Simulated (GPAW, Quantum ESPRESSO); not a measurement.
Consider ZnO (zincite, P6_3mc).

```
Zn O
1.0
     3.24931    0.00000    0.00000
    -1.62465    2.81398    0.00000
     0.00000    0.00000    5.20571
Zn O
2 2
Cartesian
  1.6247 0.9380 0.0000
  0.0000 1.8760 2.6029
  0.0000 1.8760 4.5759
  1.6247 0.9380 1.9730
```

Absorber: atom 1, with 4 O at 1.97 Å (tetrahedral, site symmetry 3m). Method: Quantum ESPRESSO XSpectra, PBE, full core hole (charged cell), 32-atom cell with 7.7 Å between holes, 3×3×3 k points, dipole transitions, Lorentzian half width 0.83 eV up to 4 eV, rising linearly to 1.75 eV at 25 eV (not a setting of the program: the run's 0.4 eV curve was folded afterwards with a further Lorentzian).

Question: What does the Zn K edge look like?

Main maxima up to 30 eV above the zero (height): 10.5 eV (1.75) and 21.3 eV (1.12). A K edge sees empty p states on the absorber. 

The Zn K spectrum (energy from the lowest empty level; intensity scaled to a mean of 1 over the first 20 eV; folded afterwards to Lorentzian half width 0.83 eV up to 4 eV, rising linearly to 1.75 eV at 25 eV; the points at xe0, where the cut of filled states can leave a spike, are interpolated; polarised curves are means over the symmetry-equivalent atoms):

```tsv
E (eV)	isotropic	ε ⊥ c	ε ∥ c
-2.00	0.07	0.07	0.07
-1.25	0.08	0.08	0.08
-0.50	0.09	0.09	0.09
0.25	0.11	0.11	0.11
1.00	0.14	0.14	0.14
1.75	0.19	0.19	0.19
2.50	0.28	0.29	0.28
3.25	0.43	0.43	0.42
4.00	0.67	0.68	0.66
4.75	0.91	0.92	0.90
5.50	1.06	1.05	1.08
6.25	1.16	1.12	1.24
7.00	1.27	1.16	1.48
7.75	1.31	1.19	1.56
8.50	1.40	1.29	1.61
9.25	1.58	1.57	1.62
10.00	1.73	1.89	1.39
10.75	1.75	2.03	1.19
11.50	1.67	1.95	1.12
12.25	1.48	1.65	1.15
13.00	1.27	1.27	1.26
13.75	1.14	1.02	1.40
14.50	1.04	0.87	1.38
15.25	0.91	0.79	1.15
16.00	0.83	0.75	0.98
16.75	0.81	0.75	0.93
17.50	0.82	0.77	0.93
18.25	0.87	0.82	0.97
19.00	0.95	0.91	1.02
19.75	1.03	1.00	1.10
20.50	1.09	1.07	1.14
21.25	1.12	1.12	1.11
22.00	1.10	1.13	1.04
22.75	1.05	1.10	0.96
23.50	1.01	1.07	0.88
24.25	0.98	1.05	0.84
25.00	0.94	1.00	0.83
25.75	0.90	0.93	0.82
26.50	0.86	0.87	0.84
27.25	0.85	0.84	0.86
28.00	0.85	0.83	0.90
28.75	0.86	0.83	0.91
29.50	0.86	0.84	0.88
30.25	0.84	0.84	0.83
31.00	0.82	0.83	0.78
31.75	0.79	0.81	0.74
```

Lifetime broadening is put in by hand, and intensities beyond about 20 eV depend on it and on the partial waves. The structure is a published determination, not relaxed.

[Banner, clock and machine lines of the logs are left out without a mark of their own.]

[Logs are printed without paths, hosts, clocks, repeated set-up lines and the standing remarks that a program may print on its own settings, such as how far it seeks lower states.]

[Hosts, paths, dates, database ids (printed as entryN), source tags and the programs' standing remarks are cut or masked in the printed files.]

[Lists of maxima count a maximum above −3 eV only where it reaches 4 % of the highest in the window and stands out from its surroundings by 2 % of it (1.5 % where it reaches 55 %); shoulders and weaker maxima are passed over, and of the rest the first, up to two pre-edge ones and the few strongest are named.]
